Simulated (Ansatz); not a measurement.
# How fast states decay through RbH2IO, part 2 of 3

Wanted: the relaxed cell of RbH2IO, its band edges and its decay constants. It is built by putting Rb for Li in the LiH2IO structure of space group Pmma, with the volume rescaled by atomic radii. The parent structure comes from the Materials Project.

Ansatz 0.2.0; r2SCAN DFT, plane waves, PAW files (the session's first sound run).

So far, gap on path (eV): step 3 (the bulk crystal and its band edges) 4.37.

The structure was built from a prototype and need not be the compound's stable phase.

### Step 4. Decaying states in the gap, plane (001), k-mesh 4×6×4

This step: r2SCAN DFT, plane waves, PAW files; complex bands by layer matching along the plane's normal (Ansatz 0.2.0).

The same crystal is laid in a cell whose first two vectors span the (001) plane (indices of the standard conventional cell, whose axes can be ordered otherwise than in the bulk input). At fixed energy and wavevector in the plane the solver finds all kz, real and complex. A few wavevectors are listed, (0, 0) and (0.5, 0) in units of the plane's reciprocal vectors; the slowest state needn't be among them.

input.yaml reads:

```yaml
crystal:
  lattice:
    - [9.020585263, 0.0, 0.0]
    - [0.0, 5.105996654, 0.0]
    - [0.0, 0.0, 5.86201603]
  atoms:
    - { symbol: Rb, position: [0.5, 0.5, 0.0] }
    - { symbol: Rb, position: [0.0, 0.5, 0.0] }
    - { symbol: H, position: [0.75, 0.6496468708, 0.4213815931] }
    - { symbol: H, position: [0.75, 0.3503531292, 0.4213815931] }
    - { symbol: H, position: [0.25, 0.6496468708, 0.5786184069] }
    - { symbol: H, position: [0.25, 0.3503531292, 0.5786184069] }
    - { symbol: I, position: [0.75, 0.0, 0.7476959443] }
    - { symbol: I, position: [0.25, 0.0, 0.2523040557] }
    - { symbol: O, position: [0.75, 0.5, 0.3184771012] }
    - { symbol: O, position: [0.25, 0.5, 0.6815228988] }
kpoints:
  mp_grid: { grid: [4, 6, 4] }
scf:
  occupations: { method: fixed }
hamiltonian:
  xc: r2scan
output:
  eigenvalues: true
  transmission:
    leads: [[0, 0]]
    kpoints: [[0.0, 0.0], [0.5, 0.0]]
    e_range: [-1.0, 5.37]
    de: 0.11
```

The run is started by

```console
ansatz run input.yaml --threads 2 --pin off --max-ram 4096MiB --backend cpu --events-out ev --progress --plain --runs-dir out
```

Numbers of over 12 decimals in the logs are rounded to 6 here.

Output:

```text
[...]
Crystal: 10 atoms, lattice volume = 269.999 Å³
Basis set: ecut = 500 eV, 6855 PW (Γ), exchange–correlation on 288×160×180 points (64 copies of the dense FFT grid, shifted against one another)
Bands: 44, of which v1, the nominal top of the filled ones, is band 34 counted from 1 (33 counted from 0)
Symmetry: 8 space group operations
[...]
k-points: 36 of 96
[...]
SCF iter   1: F=—  HF=-22820.734212 eV  |F-HF|=—  |Δ(HF+E_count)|=         —  Δρ=2.84e-3  dr2=1.35e-2  dr2_τ=2.95e-1  ethr=1.77e-3  ⟨swp⟩=5.9  Hψ=5981  notcnv=0  defer=252
[...]
SCF iter   7: F=-22820.643069 eV  HF=-22820.643068 eV  |F-HF|=5.69e-8  |Δ(HF+E_count)|=   8.34e-7  Δρ=3.41e-6  dr2=4.70e-8  dr2_τ=2.53e-9  ethr=1.47e-10  ⟨swp⟩=16.5  Hψ=9259  notcnv=0
SCF 1 converged in 7 iterations: F = -22820.643069 eV  dr2 = 4.70e-8
[...]
transmission: 10 of 20 steps passed
transmission: 20 of 20 steps passed
SCF converged after 7 iterations
Free energy (F): -22820.643069 eV
[...]
Internal energy: -22820.643069 eV  (E = F + TS)
E sigma→0 (E₀):  -22820.643069 eV
Fermi energy:    0.562057 eV
[...]
--- Band table (eV; the first three rows and the last of 36) ---
  k-point 0: bands = [... 30 lower, 0.2911, 0.4180, 0.4237, 0.5621, 4.9311, 6.3690, 6.4118, 7.3439, ... 6 higher]
  k-point 1: bands = [... 30 lower, 0.1979, 0.2497, 0.4147, 0.4736, 5.5468, 6.5034, 7.1358, 7.4636, ... 6 higher]
  k-point 2: bands = [... 30 lower, 0.1388, 0.2124, 0.3301, 0.4078, 6.6494, 6.6652, 6.9984, 7.5383, ... 6 higher]
  k-point 35: bands = [... 30 lower, 0.1528, 0.1528, 0.3893, 0.3893, 6.7774, 6.7774, 7.2141, 7.2141, ... 6 higher]
--- Transmission ---
  basis      : 483 plane waves across, 10 finite elements along
  points     : 2, as listed
  energies   : 58 from -1.000000 to 5.270000 eV about the Fermi level, 0.110000 eV apart; the leads are filled to 2.184506 eV, and channels, transmission and decay are at 2.190000 eV
  crystal 0  : H4O2I2Rb2, at the sites [0, 0], period 5.8620 Å: whole cells are its period
    offset         : up to 0.0000 Å between an atom of the period and one for which it stands
    channels       : 0.000000e0 a spin
    conductance    : none, the energies end too early or step too widely for 300 K: set another output.transmission.e_range or a lower de, or, where they end at an eighth of basis.ecutwfc, a higher one
    slowest decay  : 0.3662 /Å at (0.0000, 0.0000)
```

The job ended after 2.5 min (2 threads of Intel Xeon 6975P-C (Granite Rapids), shared host; peak memory 2.5 GiB).

Numbers from this step:

```
level to which the leads are filled                       : 2.185 eV from the Fermi level
decay constant at the filling level, zone centre          : 0.3663 Å⁻¹
decay constant at the filling level, slowest listed point : 0.3662 Å⁻¹
```

K parallel (0, 0); values up to 1.5 1/Å, a degenerate pair printed once or twice; energies at which all values exceed this have no row. Im kz of the slowest decaying states against energy, zero at the highest filled level on the SCF mesh:

```tsv
energy (eV)	decay 1 (Å⁻¹)	decay 2 (Å⁻¹)	decay 3 (Å⁻¹)	decay 4 (Å⁻¹)
-1.00	0.295	0.380	0.472	0.639
-0.67	0.0451	0.173	0.207	0.540
-0.34	0.0737	0.107	0.590	0.764
-0.01	0.164	0.307	0.487	0.830
0.21	0.248	0.362	0.373	0.605
0.54	0.311	0.411	0.562	0.686
0.87	0.345	0.439	0.695	0.731
1.20	0.363	0.456	0.759	0.809
1.53	0.372	0.464	0.776	0.789
1.86	0.372	0.467	0.767	0.787
2.08	0.369	0.466	0.752	0.791
2.41	0.359	0.461	0.727	0.794
2.74	0.342	0.452	0.701	0.794
3.07	0.318	0.440	0.672	0.790
3.40	0.285	0.424	0.641	0.776
3.73	0.240	0.404	0.607	0.741
4.06	0.173	0.380	0.569	0.703
4.28	0.0946	0.362	0.540	0.677
4.61	0.330	0.491	0.636	0.706
4.94	0.292	0.430	0.592	0.662
5.27	0.244	0.347	0.547	0.613
```

K parallel (0.5, 0); values up to 1.5 1/Å, a degenerate pair printed once or twice; energies at which all values exceed this have no row. Table of Im kz of the slowest decaying states by energy, zero at the highest filled level on the SCF mesh:

```tsv
energy (eV)	decay 1 (Å⁻¹)	decay 2 (Å⁻¹)	decay 3 (Å⁻¹)	decay 4 (Å⁻¹)
-1.000	0.275	0.750	0.858	1.05
-0.450	0.512	0.625	0.972	1.21
-0.010	0.308	0.482	0.493	0.989
0.540	0.392	0.680	0.680	0.988
0.980	0.424	0.727	0.735	0.979
1.530	0.441	0.750	0.769	0.961
1.970	0.443	0.752	0.781	0.943
2.520	0.433	0.741	0.786	0.911
2.960	0.416	0.723	0.783	0.877
3.510	0.385	0.690	0.771	0.810
3.950	0.348	0.656	0.725	0.758
4.500	0.282	0.602	0.637	0.734
5.050	0.154	0.531	0.541	0.704
```

At the listed wavevectors the last open channel is at -0.01 eV and the next at +4.39 eV on the grid. At +2.19 eV, the grid energy nearest the filling level (the middle of the gap on the SCF mesh), the slowest state at the listed wavevectors decays with κ = 0.366 Å⁻¹, its amplitude falling by e over 2.7 Å. Through 1 nm of this crystal that state's transmission falls by exp(−2 × 0.366 Å⁻¹ × 10 Å) = 6.6e-4.

### Step 5. Complex bands, plane (100), k-mesh 6×4×4

The same for the (100) plane, at (0, 0) and (0.5, 0), to see how the decay depends on direction.

input.yaml reads:

```yaml
crystal:
  lattice:
    - [5.105996654, 0.0, 0.0]
    - [0.0, 5.86201603, 0.0]
    - [0.0, 0.0, 9.020585263]
  atoms:
    - { symbol: Rb, position: [0.5, 0.0, 0.5] }
    - { symbol: Rb, position: [0.5, 0.0, 0.0] }
    - { symbol: H, position: [0.6496468708, 0.4213815931, 0.75] }
    - { symbol: H, position: [0.3503531292, 0.4213815931, 0.75] }
    - { symbol: H, position: [0.6496468708, 0.5786184069, 0.25] }
    - { symbol: H, position: [0.3503531292, 0.5786184069, 0.25] }
    - { symbol: I, position: [0.0, 0.7476959443, 0.75] }
    - { symbol: I, position: [0.0, 0.2523040557, 0.25] }
    - { symbol: O, position: [0.5, 0.3184771012, 0.75] }
    - { symbol: O, position: [0.5, 0.6815228988, 0.25] }
kpoints:
  mp_grid: { grid: [6, 4, 4] }
scf:
  occupations: { method: fixed }
hamiltonian:
  xc: r2scan
output:
  eigenvalues: true
  transmission:
    leads: [[0, 0]]
    kpoints: [[0.0, 0.0], [0.5, 0.0]]
    e_range: [-1.0, 5.37]
    de: 0.16
```

Output:

```text
[...]
Crystal: 10 atoms, lattice volume = 269.999 Å³
Basis set: ecut = 500 eV, 6855 PW (Γ), exchange–correlation on 160×180×288 points (64 copies of the dense FFT grid, shifted against one another)
Bands: 44, of which v1, the nominal top of the filled ones, is band 34 counted from 1 (33 counted from 0)
Symmetry: 8 space group operations
[...]
k-points: 36 of 96
[...]
SCF iter   1: F=—  HF=-22820.734246 eV  |F-HF|=—  |Δ(HF+E_count)|=         —  Δρ=2.84e-3  dr2=1.35e-2  dr2_τ=2.95e-1  ethr=1.77e-3  ⟨swp⟩=6.0  Hψ=5985  notcnv=0  defer=249
[...]
SCF iter   7: F=-22820.643069 eV  HF=-22820.643068 eV  |F-HF|=5.80e-8  |Δ(HF+E_count)|=   8.47e-7  Δρ=3.44e-6  dr2=4.83e-8  dr2_τ=2.53e-9  ethr=1.47e-10  ⟨swp⟩=16.9  Hψ=9365  notcnv=0
SCF 1 converged in 7 iterations: F = -22820.643069 eV  dr2 = 4.83e-8
[...]
transmission: 16 of 32 steps passed
transmission: 32 of 32 steps passed
SCF converged after 7 iterations
Free energy (F): -22820.643069 eV
[...]
Internal energy: -22820.643069 eV  (E = F + TS)
E sigma→0 (E₀):  -22820.643069 eV
Fermi energy:    0.562056 eV
[...]
--- Band table (eV; the first three rows and the last of 36) ---
  k-point 0: bands = [... 30 lower, 0.2911, 0.4180, 0.4237, 0.5621, 4.9311, 6.3690, 6.4118, 7.3439, ... 6 higher]
  k-point 1: bands = [... 30 lower, 0.3095, 0.3919, 0.3993, 0.4496, 5.1929, 6.3032, 6.5328, 7.2108, ... 6 higher]
  k-point 2: bands = [... 30 lower, 0.3217, 0.3217, 0.3543, 0.3543, 5.8002, 5.8002, 6.9396, 6.9396, ... 6 higher]
  k-point 35: bands = [... 30 lower, 0.1528, 0.1528, 0.3893, 0.3893, 6.7774, 6.7774, 7.2141, 7.2141, ... 6 higher]
--- Transmission ---
  basis      : 319 plane waves across, 16 finite elements along
  points     : 2, as listed
[...]
crystal 0  : H4I2O2Rb2, at the sites [0, 0], period 9.0206 Å: whole cells are its period
[...]
channels       : 0.000000e0 a spin
[...]
slowest decay  : 0.3733 /Å at (0.0000, 0.0000)
```

Elapsed: 53 s, on 2 threads; peak memory 2 GiB; 1.7 min of CPU time.

This step gave:

| Item | Value |
| --- | --- |
| decay constant at the filling level, zone centre | 0.3733 Å⁻¹ |
| decay constant at the filling level, slowest listed point | 0.3733 Å⁻¹ |

K parallel (0, 0); values up to 1.5 1/Å, a degenerate pair printed once or twice; energies at which all values exceed this have no row. Table of Im kz of the slowest decaying states by energy, zero at the highest filled level on the SCF mesh:

```tsv
energy (eV)	decay 1 (Å⁻¹)	decay 2 (Å⁻¹)	decay 3 (Å⁻¹)	decay 4 (Å⁻¹)
-1.00	0.364	0.547	0.724	0.726
-0.68	0.135	0.471	0.604	0.716
-0.52	0.364	0.509	0.728	0.965
-0.20	0.753	0.948	1.09	1.29
-0.04	0.274	0.358	0.764	0.941
0.28	0.234	0.475	0.598	0.778
0.44	0.277	0.524	0.658	0.782
0.76	0.330	0.585	0.742	0.782
0.92	0.347	0.606	0.773	0.779
1.24	0.368	0.634	0.768	0.822
1.56	0.378	0.651	0.751	0.859
1.72	0.379	0.657	0.742	0.874
2.04	0.377	0.663	0.720	0.899
2.20	0.373	0.663	0.708	0.905
2.52	0.361	0.662	0.683	0.900
2.68	0.353	0.659	0.669	0.896
3.00	0.330	0.640	0.652	0.861
3.32	0.300	0.608	0.641	0.812
3.48	0.281	0.591	0.634	0.788
3.80	0.233	0.554	0.618	0.739
3.96	0.201	0.534	0.610	0.715
4.28	0.0972	0.490	0.590	0.663
4.44	0.466	0.580	0.635	0.828
4.76	0.413	0.566	0.808	0.888
4.92	0.382	0.543	0.798	0.872
5.24	0.310	0.492	0.775	0.839
```

K parallel (0.5, 0); values up to 1.5 1/Å, a degenerate pair printed once or twice; energies at which all values exceed this have no row. Table of Im kz of the slowest decaying states by energy, zero at the highest filled level on the SCF mesh:

```tsv
energy (eV)	decay 1 (Å⁻¹)	decay 2 (Å⁻¹)	decay 3 (Å⁻¹)	decay 4 (Å⁻¹)
-1.00	0.159	0.659	0.696	1.04
-0.68	0.540	0.626	0.694	1.02
-0.52	0.0762	0.354	0.609	0.708
-0.20	0.360	0.626	0.732	1.11
-0.04	0.276	0.420	0.741	0.756
0.28	0.451	0.501	0.756	0.845
0.44	0.491	0.529	0.761	0.868
0.76	0.539	0.573	0.769	0.895
0.92	0.554	0.589	0.771	0.904
1.24	0.574	0.614	0.773	0.914
1.56	0.583	0.631	0.772	0.918
1.72	0.585	0.636	0.770	0.918
2.04	0.584	0.643	0.764	0.917
2.20	0.582	0.644	0.760	0.915
2.52	0.574	0.642	0.749	0.910
2.68	0.569	0.640	0.743	0.907
3.00	0.555	0.631	0.727	0.883
3.32	0.537	0.618	0.709	0.831
3.48	0.527	0.611	0.698	0.806
3.80	0.504	0.591	0.674	0.755
3.96	0.490	0.580	0.661	0.730
4.28	0.461	0.554	0.631	0.678
4.44	0.444	0.539	0.615	0.651
4.76	0.407	0.504	0.578	0.594
4.92	0.385	0.483	0.557	0.564
5.24	0.336	0.434	0.499	0.511
```

At the listed wavevectors the last open channel is at -0.04 eV and the next at +4.44 eV on the grid. At +2.20 eV, the grid energy nearest the filling level (the middle of the gap on the SCF mesh), the slowest state at the listed wavevectors decays with κ = 0.373 Å⁻¹, its amplitude falling by e over 2.7 Å; the first such run, plane (001), gave 0.366 Å⁻¹.

### Step 6. Band edges at another level, cutoff 420 eV

This step: PBE DFT, plane waves, PAW files (Ansatz 0.2.0).

The edges again with PBE, at the same atoms. Against that run the cutoff is 420 eV against 500.

input.yaml reads:

```yaml
crystal:
  lattice:
    - [9.0205852632, 0.0, 0.0]
    - [0.0, 5.1059966535, 0.0]
    - [0.0, 0.0, 5.8620160299]
  atoms:
    - { symbol: Rb, position: [0.5, 0.5, 0.0] }
    - { symbol: Rb, position: [0.0, 0.5, 0.0] }
    - { symbol: H, position: [0.75, 0.6496468708, 0.4213815931] }
    - { symbol: H, position: [0.75, 0.3503531292, 0.4213815931] }
    - { symbol: H, position: [0.25, 0.6496468708, 0.5786184069] }
    - { symbol: H, position: [0.25, 0.3503531292, 0.5786184069] }
    - { symbol: I, position: [0.75, 0.0, 0.7476959443] }
    - { symbol: I, position: [0.25, 0.0, 0.2523040557] }
    - { symbol: O, position: [0.75, 0.5, 0.3184771012] }
    - { symbol: O, position: [0.25, 0.5, 0.6815228988] }
kpoints:
  mp_grid: { grid: [4, 6, 4] }
  band_path: { path: [VBM, CBM], npoints: 30 }
scf:
  occupations: { method: fixed }
hamiltonian:
  xc: pbe
output:
  eigenvalues: true
```

Output:

```text
[...]
Crystal: 10 atoms, lattice volume = 269.999 Å³
Basis set: ecut = 420 eV, 5245 PW (Γ)
Bands: 44, of which v1, the nominal top of the filled ones, is band 34 counted from 1 (33 counted from 0)
Symmetry: 8 space group operations
[...]
k-points: 36 of 96
[...]
SCF iter   1: F=—  HF=-22765.954952 eV  |F-HF|=—  |Δ(HF+E_count)|=         —  Δρ=1.21e-3  dr2=8.51e-3  ethr=1.77e-3  ⟨swp⟩=6.0  Hψ=5971  notcnv=0  defer=255
[...]
SCF iter   7: F=-22765.950092 eV  HF=-22765.950092 eV  |F-HF|=1.96e-8  |Δ(HF+E_count)|=   2.81e-7  Δρ=1.75e-6  dr2=9.24e-9  ethr=1.47e-10  ⟨swp⟩=16.3  Hψ=9139  notcnv=0
SCF 1 converged in 7 iterations: F = -22765.950092 eV  dr2 = 9.24e-9
[...]
SCF converged after 7 iterations
Free energy (F): -22765.950092 eV
[...]
Internal energy: -22765.950092 eV  (E = F + TS)
E sigma→0 (E₀):  -22765.950092 eV
Fermi energy:    0.914265 eV
[...]
--- Band table (eV; the first three rows and the last of 36) ---
  k-point 0: bands = [... 30 lower, 0.6306, 0.7623, 0.7690, 0.9143, 4.7446, 6.2669, 6.2693, 7.2445, ... 6 higher]
  k-point 1: bands = [... 30 lower, 0.5401, 0.5892, 0.7588, 0.8270, 5.3544, 6.3741, 6.9718, 7.3359, ... 6 higher]
  k-point 2: bands = [... 30 lower, 0.4774, 0.5518, 0.6929, 0.7517, 6.4293, 6.5351, 6.7810, 7.3360, ... 6 higher]
  k-point 35: bands = [... 30 lower, 0.5102, 0.5102, 0.7370, 0.7370, 6.5559, 6.5559, 7.1055, 7.1055, ... 6 higher]
```

Run time: 17 s. Hardware: 2 threads; peak memory 0.73 GiB; 34 s of CPU time.

Numbers from this step:

* free energy: -22765.9501 eV
* Fermi energy: 0.9143 eV
* gap on the k-mesh: 3.830 eV
* gap on path: 3.830 eV, by band count; negative where bands overlap
* direct gap on path: 3.830 eV

Levels at VBM (eV): -7.38, -7.37, -4.24, -3.99, -2.14, -1.79, -0.63, -0.36, -0.28, -0.15, -0.15, 0.00, 3.83, 5.35, 5.36, 6.33, 6.74, 6.78, 7.00, 7.34, 7.86.

The searched edges give 3.83 eV, as on the mesh.

For the gap on path, step 3 gave 4.37 eV; this run, with PBE and cutoff 420 eV, gives 3.83 eV.

### Step 7. Complex bands at another level, cutoff 420 eV

This step: PBE DFT, plane waves, PAW files; complex bands by layer matching along the plane's normal (Ansatz 0.2.0).

The complex bands at that level, over its own gap, at (0, 0) and (0.5, 0).

Edit input.yaml of step 6 so:

```diff
@@ -2,5 +2,5 @@
   lattice:
-    - [9.0205852632, 0.0, 0.0]
-    - [0.0, 5.1059966535, 0.0]
-    - [0.0, 0.0, 5.8620160299]
+    - [9.020585263, 0.0, 0.0]
+    - [0.0, 5.105996654, 0.0]
+    - [0.0, 0.0, 5.86201603]
   atoms:
@@ -18,3 +18,2 @@
   mp_grid: { grid: [4, 6, 4] }
-  band_path: { path: [VBM, CBM], npoints: 30 }
 scf:
@@ -25 +24,6 @@
   eigenvalues: true
+  transmission:
+    leads: [[0, 0]]
+    kpoints: [[0.0, 0.0], [0.5, 0.0]]
+    e_range: [-1.0, 4.83]
+    de: 0.1
```

Output:

```text
[...]
Crystal: 10 atoms, lattice volume = 269.999 Å³
Basis set: ecut = 420 eV, 5245 PW (Γ)
Bands: 44, of which v1, the nominal top of the filled ones, is band 34 counted from 1 (33 counted from 0)
Symmetry: 8 space group operations
[...]
k-points: 36 of 96
[...]
SCF iter   1: F=—  HF=-22765.954950 eV  |F-HF|=—  |Δ(HF+E_count)|=         —  Δρ=1.21e-3  dr2=8.51e-3  ethr=1.77e-3  ⟨swp⟩=6.0  Hψ=5971  notcnv=0  defer=255
[...]
SCF iter   7: F=-22765.950092 eV  HF=-22765.950092 eV  |F-HF|=1.97e-8  |Δ(HF+E_count)|=   2.81e-7  Δρ=1.75e-6  dr2=9.24e-9  ethr=1.47e-10  ⟨swp⟩=16.3  Hψ=9132  notcnv=0
SCF 1 converged in 7 iterations: F = -22765.950092 eV  dr2 = 9.24e-9
[...]
transmission: 10 of 20 steps passed
transmission: 20 of 20 steps passed
SCF converged after 7 iterations
Free energy (F): -22765.950092 eV
[...]
Internal energy: -22765.950092 eV  (E = F + TS)
E sigma→0 (E₀):  -22765.950092 eV
Fermi energy:    0.914265 eV
[...]
--- Band table (eV; the first three rows and the last of 36) ---
  k-point 0: bands = [... 30 lower, 0.6306, 0.7623, 0.7690, 0.9143, 4.7446, 6.2669, 6.2693, 7.2445, ... 6 higher]
  k-point 1: bands = [... 30 lower, 0.5401, 0.5892, 0.7588, 0.8270, 5.3544, 6.3741, 6.9718, 7.3359, ... 6 higher]
  k-point 2: bands = [... 30 lower, 0.4774, 0.5518, 0.6929, 0.7517, 6.4293, 6.5351, 6.7810, 7.3360, ... 6 higher]
  k-point 35: bands = [... 30 lower, 0.5102, 0.5102, 0.7370, 0.7370, 6.5559, 6.5559, 7.1055, 7.1055, ... 6 higher]
--- Transmission ---
  basis      : 407 plane waves across, 10 finite elements along
  points     : 2, as listed
[...]
crystal 0  : H4O2I2Rb2, at the sites [0, 0], period 5.8620 Å: whole cells are its period
[...]
channels       : 0.000000e0 a spin
[...]
slowest decay  : 0.3461 /Å at (0.0000, 0.0000)
```

Run time: 1.7 min. Hardware: 2 threads; peak memory 1.7 GiB; 2.7 min of CPU time.

Numbers from this step:

```
level to which the leads are filled                       : 1.915 eV from the Fermi level
decay constant at the filling level, zone centre          : 0.3461 Å⁻¹
decay constant at the filling level, slowest listed point : 0.3461 Å⁻¹
```

(Part 2 of 3 ends here.)

[Logs are printed without paths, hosts, clocks, repeated set-up lines and the standing remarks that a program may print on its own settings, such as how far it seeks lower states.]

[Hosts, paths, dates, database ids (printed as entryN), source tags and the programs' standing remarks are cut or masked in the printed files.]
